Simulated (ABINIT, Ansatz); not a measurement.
# Re (Rhenium): phonons by linear response, part 4 of 4

How does Re (Rhenium) vibrate, and is this structure a minimum?

ABINIT 10.8.3; DFT PBE, scalar-relativistic, plane waves, PseudoDojo norm-conserving pseudopotentials.

So far, highest frequency (cm⁻¹): step 7 (dispersion) 202.

## Step 9: Cross-check with Ansatz

A second program on the same cell, potentials, cutoff and meshes tests the implementation of the phonon response, not its convergence.

This step: DFT PBE, scalar-relativistic, plane waves, PseudoDojo norm-conserving pseudopotentials (Ansatz 0.2.0).

File input.yaml:

```yaml
crystal:
  lattice:
    - [2.7739122567, 0.0, 0.0]
    - [-1.3869561284, 2.4022784822, 0.0]
    - [0.0, 0.0, 4.4882382491]
  atoms:
    - { symbol: Re, position: [0.3333333333, 0.6666666667, 0.25] }
    - { symbol: Re, position: [0.6666666667, 0.3333333333, 0.75] }
kpoints:
  mp_grid: { grid: [12, 12, 6] }
hamiltonian:
  xc: pbe
  pseudopotentials: { kind: nc, accuracy: standard }
scf:
  occupations: { method: gaussian, width: 0.27211 }
output:
  eigenvalues: true
basis:
  ecutwfc: 816.342
phonons:
  method: dfpt
  qmesh: [3, 3, 2]
  temperatures: { t_max: 1000, t_step: 50 }
  qpath:
    path:
      - [[0.0, 0.0, 0.0], [0.5, 0.0, 0.0], [0.33333333, 0.33333333, 0.0], [0.0, 0.0, 0.0], [0.0, 0.0, 0.5], [0.5, 0.0, 0.5], [0.33333333, 0.33333333, 0.5], [0.0, 0.0, 0.5]]
      - [[0.5, 0.0, 0.5], [0.5, 0.0, 0.0]]
      - [[0.33333333, 0.33333333, 0.5], [0.33333333, 0.33333333, 0.0]]
    npoints: 10
  electrical_resistivity: { temperatures: [77, 300], mesh: [24, 24, 12] }
```

Launch:

```
> ansatz run input.yaml --threads 16 --pin off --max-ram 32768MiB --backend cpu --events-out ev --progress --plain --runs-dir out
```

Numbers of over 12 decimals in the logs are rounded to 6 here.

What it wrote:

```text
Warning: basis.ecutwfc = 816.342 eV is below the records' recommended 979.609905 eV, and the density's cutoff is lower with it unless basis.ecutrho_ratio is high enough to keep the records' density cutoff: compare with a run at a higher cutoff
Engine: ansatz 0.2.0, aarch64-unknown-linux-gnu
Pseudopotentials: kind: nc
Pseudopotential: Re, nc, valence charge 15, recommended cutoff 979.609905 eV (normal), Re.nc.azcp (PseudoDojo's, or run here from an input of PseudoDojo's; its table is named by hamiltonian.pseudopotentials.accuracy)
Functional definition: PBE
  parameter kappa = 0.804
  parameter beta = 0.066725
  exchange = pbe_x(kappa = kappa, mu = beta*pi^2/3)
  correlation = pbe_c(beta = beta)
Crystal: 2 atoms, lattice volume = 29.908 Å³
Basis set: ecut = 816.342 eV, 1605 PW (Γ), exchange–correlation on 54×54×96 points (8 copies of the dense FFT grid, shifted against one another)
Bands: 19, of which v1, the nominal top of the filled ones, is band 15 counted from 1 (14 counted from 0)
Symmetry: 24 space group operations
k-points: 76 of 864
Non-local potential: Re, projectors of the file, l = 0: 2, l = 1: 2, l = 2: 2, l = 3: 2
Initial density: superposition of atomic densities (chi_scale 0.1, normalization cell)
Initial wavefunctions: pseudopotential atomic-orbital guess
Functional: x = pbe(κ = 0.804, μ = 0.219515), c = pbe(β = 0.066725)
SCF iter   1: F=—  HF=-4723.945748 eV  |F-HF|=—  |Δ(HF+E_count)|=         —  Δρ=5.95e-2  dr2=1.00e0  ethr=3.10e-3  ⟨swp⟩=5.8  Hψ=7245  notcnv=0
preconditioner: auto → none  [metal: Δε(μ)=0.068 eV  Ē_g=6.259 eV  σ=0.272 eV  W_gap=0.14  n_scr=8 (ndim 8)  ℏωp=25.4 eV  f_vac=0.000  D(μ)=1.62/eV (n_scr^D=22)  sad-step TF]
SCF iter   2: F=—  HF=-4723.687450 eV  |F-HF|=—  |Δ(HF+E_count)|=   2.58e-1  Δρ=3.32e-2  dr2=2.97e-1  ethr=3.10e-3  ⟨swp⟩=2.2  Hψ=2532  notcnv=0
SCF iter   3: F=—  HF=-4723.593038 eV  |F-HF|=—  |Δ(HF+E_count)|=   9.44e-2  Δρ=2.43e-3  dr2=4.94e-4  ethr=9.90e-4  ⟨swp⟩=2.5  Hψ=2734  notcnv=0
SCF iter   4: F=—  HF=-4723.593310 eV  |F-HF|=—  |Δ(HF+E_count)|=   2.72e-4  Δρ=2.85e-4  dr2=1.55e-5  ethr=1.65e-6  ⟨swp⟩=3.0  Hψ=3335  notcnv=0
SCF iter   5: F=—  HF=-4723.593307 eV  |F-HF|=—  |Δ(HF+E_count)|=   2.79e-6  Δρ=4.60e-5  dr2=4.14e-7  ethr=5.17e-8  ⟨swp⟩=2.6  Hψ=2826  notcnv=0
SCF iter   6: F=—  HF=-4723.593309 eV  |F-HF|=—  |Δ(HF+E_count)|=   1.49e-6  Δρ=8.74e-6  dr2=1.38e-8  ethr=1.38e-9  ⟨swp⟩=3.2  Hψ=3175  notcnv=0
SCF iter   7: F=—  HF=-4723.593309 eV  |F-HF|=—  |Δ(HF+E_count)|=   3.62e-9  Δρ=1.68e-6  dr2=1.69e-10  ethr=4.60e-11  ⟨swp⟩=2.9  Hψ=2868  notcnv=0
SCF iter   8: F=-4723.593309 eV  HF=-4723.593309 eV  |F-HF|=1.82e-12  |Δ(HF+E_count)|=  1.46e-11  Δρ=1.62e-7  dr2=3.82e-12  ethr=1.00e-12  ⟨swp⟩=10.6  Hψ=10888  notcnv=0
SCF 1 converged in 8 iterations: F = -4723.593309 eV  dr2 = 3.82e-12
NSCF: frozen V_eff on 76 k-points
WARN: eigensolver did not converge in 5 slots of this pass, the one above among them; of largest residual over every band (k=75): 1 band(s) unlocked (lowest unlocked band 18, counted from 0; max residual 3.19e-4 eV among the unlocked bands, 3.19e-4 eV over every band); of lowest unlocked band (k=62): band 18
NSCF: frozen V_eff on 172 k-points
DFPT response loops at q = (0, 0, 0) (fractional): preconditioner auto → Kerker (q_TF=auto, 2.730 Å⁻¹) (partly filled bands, converged f_vac=0.000); β = 1.00, the filter's whole step (`scf.mixing.beta` (0.50) is not read by the response loops under this deck's `scf.mixing.preconditioner`; to damp them name `kerker` or `kerker_dos`, under which they read `scf.mixing.beta`, and type it under 1.00, their step now; both keys bind the ground state too); Broyden in place of MSR1
NSCF: frozen V_eff on 344 k-points
DFPT response loops at q = (0, 0, -0.5) (fractional): mixed as the last ones told, above
NSCF: frozen V_eff on 624 k-points
DFPT response loops at q = (0, 0.333333, 0) (fractional): mixed as the last ones told, above
NSCF: frozen V_eff on 624 k-points
DFPT response loops at q = (0, 0.333333, -0.5) (fractional): mixed as the last ones told, above
NSCF: frozen V_eff on 624 k-points
DFPT response loops at q = (0.333333, 0.333333, 0) (fractional): mixed as the last ones told, above
NSCF: frozen V_eff on 624 k-points
DFPT response loops at q = (0.333333, 0.333333, -0.5) (fractional): mixed as the last ones told, above
SCF iter   1: F=—  HF=-4723.945748 eV  |F-HF|=—  |Δ(HF+E_count)|=         —  Δρ=5.95e-2  dr2=1.00e0  ethr=3.10e-3  ⟨swp⟩=5.8  Hψ=7245  notcnv=0
SCF iter   2: F=—  HF=-4723.687450 eV  |F-HF|=—  |Δ(HF+E_count)|=   2.58e-1  Δρ=3.32e-2  dr2=2.97e-1  ethr=3.10e-3  ⟨swp⟩=2.2  Hψ=2532  notcnv=0
SCF iter   3: F=—  HF=-4723.593038 eV  |F-HF|=—  |Δ(HF+E_count)|=   9.44e-2  Δρ=2.43e-3  dr2=4.94e-4  ethr=9.90e-4  ⟨swp⟩=2.5  Hψ=2734  notcnv=0
SCF iter   4: F=—  HF=-4723.593310 eV  |F-HF|=—  |Δ(HF+E_count)|=   2.72e-4  Δρ=2.85e-4  dr2=1.55e-5  ethr=1.65e-6  ⟨swp⟩=3.0  Hψ=3335  notcnv=0
SCF iter   5: F=—  HF=-4723.593307 eV  |F-HF|=—  |Δ(HF+E_count)|=   2.79e-6  Δρ=4.60e-5  dr2=4.14e-7  ethr=5.17e-8  ⟨swp⟩=2.6  Hψ=2826  notcnv=0
SCF iter   6: F=—  HF=-4723.593309 eV  |F-HF|=—  |Δ(HF+E_count)|=   1.49e-6  Δρ=8.74e-6  dr2=1.38e-8  ethr=1.38e-9  ⟨swp⟩=3.2  Hψ=3175  notcnv=0
SCF iter   7: F=—  HF=-4723.593309 eV  |F-HF|=—  |Δ(HF+E_count)|=   3.62e-9  Δρ=1.68e-6  dr2=1.69e-10  ethr=4.60e-11  ⟨swp⟩=2.9  Hψ=2868  notcnv=0
SCF iter   8: F=-4723.593309 eV  HF=-4723.593309 eV  |F-HF|=1.82e-12  |Δ(HF+E_count)|=  1.27e-11  Δρ=1.62e-7  dr2=3.85e-12  ethr=1.00e-12  ⟨swp⟩=4.6  Hψ=5205  notcnv=0
SCF 2 converged in 8 iterations: F = -4723.593309 eV  dr2 = 3.85e-12
NSCF: frozen V_eff on 76 k-points
NSCF: frozen V_eff on 95 k-points
[...]
SCF converged after 8 iterations
Free energy (F): -4723.593309 eV
Harris-Foulkes:  -4723.593309 eV  (|F-HF|=1.82e-12)
Internal energy: -4723.529974 eV  (E = F + TS)
E sigma→0 (E₀):  -4723.561641 eV
Entropy (-TS):   -0.063334 eV (-31.667 meV/atom)
Fermi energy:    23.718727 eV
--- Per-component energies (eV) ---
  E_band       = -151.685235
  E_kinetic    = 1292.606014
  E_local      = -2007.421887  (includes V_loc(G=0)·N_el)
  E_nonlocal   = 207.998212
  E_hartree    = 523.289775
  E_xc         = -941.936510
  E_vxc        = -691.447204  (∫ρ·V_xc dr)
  E_ewald      = -3798.065577
  E_smearing   = -0.063334  (= −TS)
  E_closure    = 0.000000  (closes the sum)
  Σ components = -4723.593309   (vs F -4723.593309, Δ=0.00e0)
--- Band table (eV; the first three rows and the last of 76) ---
  k-point 0: bands = [... 11 lower, 22.1864, 22.1864, 22.9972, 22.9972, 23.9292, 23.9292, 24.2553, 27.0184]
  k-point 1: bands = [... 11 lower, 22.0542, 22.0542, 22.8057, 22.8057, 23.4106, 24.3546, 24.3546, 27.0370]
  k-point 2: bands = [... 11 lower, 21.9436, 21.9436, 22.0037, 22.4047, 22.4047, 25.2685, 25.2685, 26.8569]
  k-point 75: bands = [... 11 lower, 20.0643, 21.5931, 21.5931, 23.7814, 23.7814, 27.0128, 27.0128, 33.0777]
--- Phonons (Γ-DFPT): 2 representative perturbations + reference (Σ response iterations 8) ---
  ASR residual: 3.044e-4 → 0.000e0 eV/Å²; symmetrization residual: 6.297e-10 eV/Å²
  ASR residual per site (eV/Å²): 3.04e-4 3.04e-4
  Γ frequencies (cm⁻¹): 0.00 0.00 0.00 105.56 113.38 113.38
--- Phonons (arbitrary-q DFPT): 6 irreducible q on the 3×3×2 mesh ---
  q = [0.0000, 0.0000, 0.0000] (star 1, of the zone-centre solve; hermiticity 1.43e-10, symmetrization 7.15e-11): 0.00 0.00 0.00 105.56 113.38 113.38
  q = [0.0000, 0.0000, -0.5000] (star 1, 2 solved perturbations in 248 linear systems a pass and spin channel, the states on 172 of 864 k-point pairs; hermiticity 3.11e-9, symmetrization 1.56e-9, the responses' own estimated error 1.5e-7 eV/Å²): 80.21 80.21 80.21 80.21 161.93 161.93
  q = [0.0000, 0.3333, 0.0000] (star 6, 3 solved perturbations on 312 of 864 k-point pairs; hermiticity 6.33e-9, symmetrization 3.82e-10, the responses' own estimated error 1.8e-7 eV/Å²): 99.10 104.61 116.08 152.26 169.43 178.16
  q = [0.0000, 0.3333, -0.5000] (star 6, 3 solved perturbations on 312 of 864 k-point pairs; hermiticity 6.69e-9, symmetrization 3.52e-10, the responses' own estimated error 1.6e-7 eV/Å²): 112.23 112.23 114.19 114.19 176.57 176.57
  q = [0.3333, 0.3333, 0.0000] (star 2, 2 solved perturbations in 436 linear systems a pass and spin channel, the states on 312 of 864 k-point pairs; hermiticity 3.58e-9, symmetrization 1.79e-9, the responses' own estimated error 1.9e-7 eV/Å²): 121.69 150.89 150.89 152.90 187.47 187.47
  q = [0.3333, 0.3333, -0.5000] (star 2, 2 solved perturbations in 436 linear systems a pass and spin channel, the states on 312 of 864 k-point pairs; hermiticity 3.38e-9, symmetrization 1.69e-9, the responses' own estimated error 1.5e-7 eV/Å²): 47.51 47.51 154.40 154.40 190.31 190.31
  sum rule: each row above includes the acoustic sum rule's correction from the zone centre's row sums; it moved no ω² by more than (0.67 cm⁻¹)²
  mesh force constants: q→R imaginary residual 0.00e0; ASR residual 3.044e-4 → 0.000e0 eV/Å²; symmetrization residual 1.421e-14 eV/Å²
  interpolated dispersion: 93 rows × 6 modes
  density of states and harmonic sums: on the 27×27×14 q-mesh, interpolated from the force constants of a 3×3×2 supercell (no non-analytic term)
  largest difference from the sums on the solved wave vectors: F 2.93e-2 eV, S 4.36e-5 and C_V 1.43e-5 eV/K
  zero-point energy: 0.049631 eV/cell   skipped modes (ω ≤ 0): 3   left out of the sums: 4.90e-5 of the cell's modes: C_V's classical limit lies that fraction below 3 k_B per atom; for a crystal, a wire or a layer, F and S can be off by more, and a phonons.interpolated_qmesh denser along its periods is the remedy for the sampling
--- Electrical resistivity: potentials and phonons of a 3×3×2 supercell ---
  scattering by harmonic phonons alone, with no dipole-dipole term; scattering by other electrons, impurities, surfaces and spin disorder is left out, and so is spin–orbit coupling
  the resistivity is that of a variational response, whose dependence on the energy is improved iteratively
  at the Fermi level of each mesh (of a tensor a third of its trace):
           mesh   spin    states/(eV spin)  plasma energy (eV)         λ      λ_tr    ħω_log (meV)
       24×24×12                     0.7528              7.4796    0.7122    0.6781          14.587
        12×12×6                     0.7587              7.4668    0.7231    0.6938          14.701
          6×6×3                     0.7331              6.9387    0.6508    0.6600          15.071
  resistivity on the deck's mesh, µΩ·cm:
     T (K)       trace/3  mesh converged            xx            yy            zz    lowest order   relaxation time
     77.00      2.2009e0              no      2.4325e0      2.4325e0      1.7377e0        2.4828e0          2.2831e0
    300.00      1.4408e1              no      1.6007e1      1.6007e1      1.1212e1        1.4870e1          1.4639e1
  mean free path at 77 K (of a tensor a third of its trace): 34.8 nm by what each carries, 28.4 by the Fermi surface alone
  Hall coefficient in a weak field at 77 K (a third of the trace): 2.063e-10 m³/C (as a tensor it moves by 8.5 % between the two finest meshes); by each state's relaxation time: 2.062e-10 m³/C; by a constant relaxation time: 1.434e-10 m³/C
  mean free path at 300 K (of a tensor a third of its trace): 5.05 nm by what each carries, 4.34 by the Fermi surface alone
  Hall coefficient in a weak field at 300 K (a third of the trace): 2.069e-10 m³/C (as a tensor it moves by 7.2 % between the two finest meshes); by each state's relaxation time: 1.990e-10 m³/C; by a constant relaxation time: 1.443e-10 m³/C
  the resistivity times a path that all electrons share, by the Fermi surface of the deck's mesh alone (a third of the trace): 6.282e-16 Ω·m²
  not converged in the mesh (λ; λ_tr; the resistivity at 77 K by 4.32 %; the resistivity at 300 K by 5.11 %): between neighbouring meshes, the two finest first, λ moves by 1.53 % and 10.01 %, λ_tr by 2.38 % and 6.36 % and the resistivity by up to 5.11 % and 98.15 %; an estimate, no bound, puts it up to 9.3e-7 % above the Boltzmann equation's exact value after up to 3 iterations (at most 30 are made, fewer where the estimate is under 1.0e-6 % of each spin channel's own resistivity)
  vibrations of 18 cells: unjudged by the run; compare a larger repeat
  the changes of the potential over all sites missed a rigid shift's by 0.00 % (the site terms' by 0.00 %)
  at the force constants' own smearing the fine mesh and the k-points of their solves give squared frequencies that differ by 21.6 % of the larger at the most, at (0.3333, 0.3333, -0.5)
```

Run time: 88 s. Hardware: 16 threads of Arm Neoverse V1, shared host; peak memory 1.9 GiB; 20 min of CPU time.

Numbers from this step:

| Property | Result |
| --- | --- |
| sum-rule residual before enforcement | 3.04e-4 eV/Å² |
| mean frequency | 133.4 cm⁻¹ |
| Debye temperature (second moment) | 257 K |
| logarithmic mean frequency | 128.3 cm⁻¹ |
| lowest optical zone-centre mode | 105.6 cm⁻¹ |
| lowest mode on the q mesh (acoustic ones at the zone centre apart) | 47.51 cm⁻¹ |
| heat capacity at 300 K | 24.05 J/(mol atoms K) |
| vibrational entropy at 300 K | 37.51 J/(mol atoms K) |

## Step 10: The two compared: ABINIT PseudoDojo and Ansatz, PseudoDojo

Worked out from the results:

| Property | Result |
| --- | --- |
| root-mean-square difference | 0.02 cm⁻¹ |
| largest difference | 0.04 cm⁻¹ |
| root-mean-square difference on the path | 0 cm⁻¹ |
| largest difference on the path | 0.1 cm⁻¹ |

The interpolated bands of the two lie on top of each other.

At the solved wavevectors the largest difference (acoustic modes at Γ apart) is 0.02 % of the highest mode.

## Step 11: Summary of results

```json
{
  "space group after relaxation": "P6_3/mmc",
  "volume per atom": "15.0 Å³",
  "highest optical zone-centre mode (no LO-TO term)": "113.4 cm⁻¹",
  "lowest optical zone-centre mode": "105.5 cm⁻¹",
  "q mesh": "3×3×2",
  "lowest mode on the q mesh (acoustic ones at the zone centre apart)": "47.5 cm⁻¹",
  "zero-point energy per atom": "24.8 meV",
  "heat capacity at 300 K": "24.1 J/(mol atoms K)",
  "vibrational entropy at 300 K": "37.5 J/(mol atoms K)",
  "imaginary modes on the q mesh": "none",
  "largest difference from Ansatz, PseudoDojo": "0.04 cm⁻¹"
}
```

What this shows: Re (Rhenium) is dynamically stable on the 3×3×2 mesh; its spectrum reaches 202 cm⁻¹. At the PBE level the optical modes of Re (Rhenium) at the zone centre run from 106 to 113 cm⁻¹. Along axes with an odd number of divisions the mesh misses the zone-boundary points at one half, where instabilities often lie; those are only interpolated. The base run prints -0.33 GPa, mostly the error of a finite basis; the relaxation, with a smoothed and higher cutoff, had brought the cell to rest. ABINIT PseudoDojo and Ansatz, PseudoDojo agree to 0.04 cm⁻¹ (0.02 % of the highest mode compared) on all solved modes but the acoustic ones at Γ. These are harmonic frequencies at zero temperature: anharmonic shifts and linewidths and thermal expansion are left out. Spin-orbit coupling is left out, which can matter for the heavy elements here. In a metal the frequencies hang on the k mesh and the smearing, most of all near Kohn anomalies. Ansatz warns that the cutoff lies 17 % under the one recommended for these files; agreement at one cutoff is not convergence. Electron-phonon sums were run after this but are left out, since no second program bore their λ out within 30 %; a λ that a log prints is not taken as a result. The q mesh stands for a supercell only 8.3 Å across, so branches between the solved wavevectors are rough.

[Host names and launcher messages were left out of these logs when they were recorded.]

[Logs are printed without paths, hosts, clocks, repeated set-up lines and the standing remarks that a program may print on its own settings, such as how far it seeks lower states.]

[Hosts, paths, dates, database ids (printed as entryN), source tags and the programs' standing remarks are cut or masked in the printed files.]
